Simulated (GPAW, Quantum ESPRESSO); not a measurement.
Consider Al2O3 (Corundum, R-3c).

```
Al O
1.0
     2.38025    1.37424    4.33187
    -2.38025    1.37424    4.33187
     0.00000   -2.74848    4.33187
Al O
4 6
Cartesian
  0.0000 0.0000 11.0743
  0.0000 0.0000 8.4191
  0.0000 0.0000 1.9213
  0.0000 0.0000 4.5765
  -1.6503 -0.1099 5.4148
  0.7300 1.4841 5.4148
  0.9203 -1.3742 5.4148
  1.6503 0.1099 7.5808
  -0.7300 -1.4841 7.5808
  -0.9203 1.3742 7.5808
```

Absorber: atom 5, with 2 Al at 1.85 Å and 2 Al at 1.97 Å (4-fold, site symmetry 2). Method: Quantum ESPRESSO XSpectra, PBE, full core hole (charged cell), 10-atom cell with 4.8 Å between holes, 7×7×7 k points, dipole transitions, Lorentzian half width 0.3 eV up to 4 eV, rising linearly to 2.5 eV at 25 eV (counted from xe0, 2.7 eV below the zero used here).

Question: Where do the maxima of the O K edge fall?

Main maxima up to 24 eV above the zero (height): 4.2 eV (2.35), 7.0 eV (2.15) and 22.8 eV (0.66). A K edge sees empty p states on the absorber. The total-energy difference plus the lowest empty eigenvalue puts the zero at 541.55 eV. One term is added: -8.91 eV, since the hole is spin-paired here and a spin-polarised one costs that much less in the free atom (computed apart). The photon energy is then 532.64 eV. The functional and the charged cell's background leave an error of a few eV in such absolute values.

The O K spectrum (energy from the lowest empty level; intensity scaled to a mean of 1 over the first 20 eV; the points at xe0, where the cut of filled states can leave a spike, are interpolated; polarised curves are means over the symmetry-equivalent atoms):

```csv
E (eV),isotropic,ε ⊥ c,ε ∥ c
-2.0,0.03,0.03,0.03
-1.0,0.04,0.05,0.04
0.0,0.07,0.07,0.07
1.0,0.17,0.18,0.16
2.0,0.43,0.45,0.39
3.0,1.12,1.17,1.01
4.0,2.30,2.31,2.29
5.0,2.16,2.23,2.03
6.0,2.01,2.08,1.86
7.0,2.15,2.04,2.37
8.0,1.83,1.68,2.13
9.0,1.35,1.26,1.54
10.0,0.96,0.91,1.04
11.0,0.72,0.72,0.72
12.0,0.61,0.64,0.55
13.0,0.55,0.61,0.45
14.0,0.54,0.60,0.42
15.0,0.54,0.59,0.44
16.0,0.54,0.57,0.49
17.0,0.54,0.55,0.54
18.0,0.55,0.55,0.56
19.0,0.56,0.56,0.56
20.0,0.57,0.58,0.56
21.0,0.61,0.62,0.57
22.0,0.64,0.67,0.60
23.0,0.65,0.68,0.60
24.0,0.63,0.66,0.58
25.0,0.59,0.61,0.54
26.0,0.54,0.57,0.49
27.0,0.51,0.54,0.45
28.0,0.50,0.53,0.44
29.0,0.50,0.53,0.46
30.0,0.51,0.53,0.48
31.0,0.52,0.52,0.52
32.0,0.53,0.51,0.56
```

The holes are only 4.8 Å apart, so the shape is probably not converged with cell size; no larger cell was run here. The structure is a published determination, not relaxed.

[Banner, clock and machine lines of the logs are left out without a mark of their own.]

[Logs are printed without paths, hosts, clocks, repeated set-up lines and the standing remarks that a program may print on its own settings, such as how far it seeks lower states.]

[Hosts, paths, dates, database ids (printed as entryN), source tags and the programs' standing remarks are cut or masked in the printed files.]

[Lists of maxima count a maximum above −3 eV only where it reaches 4 % of the highest in the window and stands out from its surroundings by 2 % of it (1.5 % where it reaches 55 %); shoulders and weaker maxima are passed over, and of the rest the first, up to two pre-edge ones and the few strongest are named.]
